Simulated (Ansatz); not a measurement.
## (CaO)1(YN)3 [001] superlattice, started as rocksalt type: the cell at rest

Wanted: the relaxed cell of (CaO)1(YN)3 [001] superlattice, started as rocksalt type.

Main program and level: Ansatz 0.2.0; DFT PBEsol, scalar-relativistic, plane waves, PAW.

This is a report of a sequence of runs, with most program output left out.

The structure was built from a prototype and need not be the compound's stable phase.

### Step 1. The starting structure

Symmetry: P4/mmm, No. 123, tetragonal system. Conventional cell: a = 3.444 Å, b = 3.444 Å, c = 9.740 Å, α = 90.00°, β = 90.00°, γ = 90.00°. Ca has 2 N at 2.44 Å and 4 O at 2.44 Å nearest. Nearest to N lie 5 Y at 2.44 Å and 1 Ca at 2.44 Å. Nearest to N lie 6 Y at 2.43 to 2.44 Å. Nearest to O lie 4 Ca at 2.44 Å and 2 Y at 2.44 Å. Nearest to Y lie 1 O at 2.44 Å and 5 N at 2.44 Å. Nearest to Y lie 6 N at 2.43 to 2.44 Å. Farther neighbours and most contacts between anions are not listed.

Coordinates:

```cif
data_structure
_symmetry_space_group_name_H-M 'P 1'
_symmetry_Int_Tables_number 1
_cell_length_a 3.4436
_cell_length_b 3.4436
_cell_length_c 9.7400
_cell_angle_alpha 90.000
_cell_angle_beta 90.000
_cell_angle_gamma 90.000
_cell_volume 115.50
loop_
_atom_site_label
_atom_site_type_symbol
_atom_site_fract_x
_atom_site_fract_y
_atom_site_fract_z
_atom_site_occupancy
Ca1 Ca 0.00000 0.00000 0.00000 1
N2 N 0.00000 0.00000 0.25000 1
N3 N 0.50000 0.50000 0.50000 1
N4 N 0.00000 0.00000 0.75000 1
O5 O 0.50000 0.50000 0.00000 1
Y6 Y 0.50000 0.50000 0.25000 1
Y7 Y 0.00000 0.00000 0.50000 1
Y8 Y 0.50000 0.50000 0.75000 1
```

### Step 2. A coarse first look

First a cheap look: the gap decides the mesh and the occupations, the pressure tells how far the cell has to move.

Contents of input.yaml:

```yaml
crystal:
  lattice:
    - [2.435, 2.435, 0.0]
    - [-2.435, 2.435, 0.0]
    - [0.0, 0.0, 9.74]
  atoms:
    - { symbol: Ca, position: [0.0, 0.0, 0.0] }
    - { symbol: "N", position: [1.0, 0.0, 0.25] }
    - { symbol: "N", position: [0.5, 0.5, 0.5] }
    - { symbol: "N", position: [1.0, 0.0, 0.75] }
    - { symbol: O, position: [0.5, 0.5, 0.0] }
    - { symbol: "Y", position: [0.5, 0.5, 0.25] }
    - { symbol: "Y", position: [0.0, 0.0, 0.5] }
    - { symbol: "Y", position: [0.5, 0.5, 0.75] }
kpoints:
  mp_grid: { grid: [6, 6, 2] }
hamiltonian:
  xc: pbesol
scf:
  occupations: { method: gaussian, width: 0.1 }
output:
  forces: true
  stress: true
  eigenvalues: true
```

Run with:

```bash
> ansatz run input.yaml --threads 8 --pin off --max-ram 14336MiB --backend cpu --events-out ev --progress --plain --runs-dir out
```

Wall time 0.69 s (8 threads of Intel Xeon Platinum 8488C (Sapphire Rapids), shared host); peak memory 0.63 GiB; 4.1 s of CPU time.

A gap read on the k-mesh alone can miss the band edges.

Numbers from this step:

- pressure: -2.838 GPa
- volume per atom: 14.44 Å³
- gap on the k-mesh: 0.3107 eV
- direct gap on mesh: 0.3107 eV

The coarse mesh shows a gap of 0.31 eV and a pressure of -2.8 GPa.

### Step 3. Relaxation

Harmonic phonons are second derivatives at a point where the forces vanish, and they are wanted at zero stress, so atoms and cell are relaxed first.

Edit input.yaml of step 2 so:

```diff
@@ -15,3 +15,3 @@
 kpoints:
-  mp_grid: { grid: [6, 6, 2] }
+  mp_grid: { grid: [10, 10, 4] }
 hamiltonian:
@@ -19,3 +19,3 @@
 scf:
-  occupations: { method: gaussian, width: 0.1 }
+  occupations: { method: gaussian, width: 0.02 }
 output:
@@ -24 +24,6 @@
   eigenvalues: true
+relax:
+  adjacent_minimum: "off"
+  f_tol: 0.005
+  max_steps: 80
+  cell: { stress_tol: 0.05 }
```

Wall time 12 s (8 threads); peak memory 0.78 GiB.

Step by step:

```tsv
step	energy less that of the first step (eV)	largest force component (eV/Å)	pressure (GPa)	volume (Å³)
1	0.0000	0.2901	-2.90	115.50
2	-0.0003	0.3897	3.31	111.14
3	-0.0300	0.0303	-0.03	113.39
4	-0.0302	0.0140	-0.01	113.38
5	-0.0302	0.0027	0.01	113.37
6*	-0.0261	0.0027	-0.05	113.37
7	-0.0262	0.0001	0.00	113.33
8*	-0.0262	0.0001	0.00	113.33
```

Relaxation steps marked * repeat the geometry before them on a plane-wave basis chosen anew for their cell, so energy and pressure can jump there. Relaxation step 2 was tried and not accepted.

The run keeps the 16 symmetry operations that it works with, so distortions that break them were not tested.

```tsv
conventional cell, symmetrised	before	after	change
a (Å)	3.444	3.421	-0.7 %
b (Å)	3.444	3.421	-0.7 %
c (Å)	9.740	9.686	-0.6 %
volume (Å³/atom)	14.44	14.17	-1.9 %
```

The atoms that moved most (Å, as changes of fractional coordinates times the final cell):

```tsv
atom	dx	dy	dz	length
N4	0.000	0.000	-0.020	0.020
N2	0.000	0.000	0.020	0.020
```

The relaxed structure:

```
Ca N O Y
1.0
     2.41880    2.41880    0.00000
    -2.41880    2.41880    0.00000
     0.00000    0.00000    9.68560
Ca N O Y
1 3 1 3
Cartesian
  0.0000 0.0000 0.0000
  2.4188 2.4188 2.4411
  0.0000 2.4188 4.8428
  2.4188 2.4188 7.2445
  0.0000 2.4188 0.0000
  0.0000 2.4188 2.4197
  0.0000 0.0000 4.8428
  0.0000 2.4188 7.2659
```

This step gave:

```
pressure           : 8.96e-4 GPa
gap on the k-mesh  : 0.2895 eV
volume per atom    : 14.17 Å³
direct gap on mesh : 0.2895 eV
```

In this step the volume went from 14.44 to 14.17 Å³/atom.

### Step 4. Tight relaxation

Phonons need a cell at rest on their own settings, so the relaxation is repeated with tight tolerances on forces and stress, using the mesh and the filling of the phonon run that follows.

Contents of input.yaml:

```yaml
crystal:
  lattice:
    - [2.4188028284, 2.4188028284, 0.0]
    - [-2.4188028284, 2.4188028284, 0.0]
    - [0.0, 0.0, 9.685601662]
  atoms:
    - { symbol: Ca, position: [0.0, 0.0, 0.0] }
    - { symbol: "N", position: [1.0, 0.0, 0.2520368508] }
    - { symbol: "N", position: [0.5, 0.5, 0.5] }
    - { symbol: "N", position: [1.0, 0.0, 0.7479631492] }
    - { symbol: O, position: [0.5, 0.5, 0.0] }
    - { symbol: "Y", position: [0.5, 0.5, 0.2498251124] }
    - { symbol: "Y", position: [0.0, 0.0, 0.5] }
    - { symbol: "Y", position: [0.5, 0.5, 0.7501748876] }
kpoints:
  mp_grid: { grid: [12, 12, 4] }
hamiltonian:
  xc: pbesol
scf:
  occupations: { method: fixed }
output:
  forces: true
  stress: true
  eigenvalues: true
relax:
  adjacent_minimum: "off"
  f_tol: 0.001
  max_steps: 60
  cell: { stress_tol: 0.01 }
```

Wall time 4.4 s (8 threads); peak memory 0.79 GiB.

Little changed from the start: no atom moved by 0.005 Å and no cell edge by 0.1 %.

This step gave:

| Item | Value |
| --- | --- |
| pressure | -0.004661 GPa |
| gap on the k-mesh | 0.2902 eV |
| direct gap on mesh | 0.2902 eV |

The largest force component left is 0.75 meV/Å and the pressure is -0.005 GPa, within the tolerances set. The cell now holds 14.17 Å³/atom.

### Step 5. Results

```yaml
space_group_after_relaxation_within_0p01_a: P4/mmm
lattice_constant_a: 3.421 Å
lattice_constant_b: 3.421 Å
lattice_constant_c: 9.686 Å
volume_per_atom: 14.2 Å³
gap_on_the_k_mesh: 0.290 eV
```

What this shows: The largest force component left is 0.75 meV/Å and the pressure is -0.005 GPa, within the tolerances set. The cell now holds 14.17 Å³/atom. The relaxation keeps the symmetry of its start, so it says nothing on stability against lower symmetry. The starting cell was built on a prototype and not taken from a measurement, so the phase need not exist.

[Logs are printed without paths, hosts, clocks, repeated set-up lines and the standing remarks that a program may print on its own settings, such as how far it seeks lower states.]

[Hosts, paths, dates, database ids (printed as entryN), source tags and the programs' standing remarks are cut or masked in the printed files.]
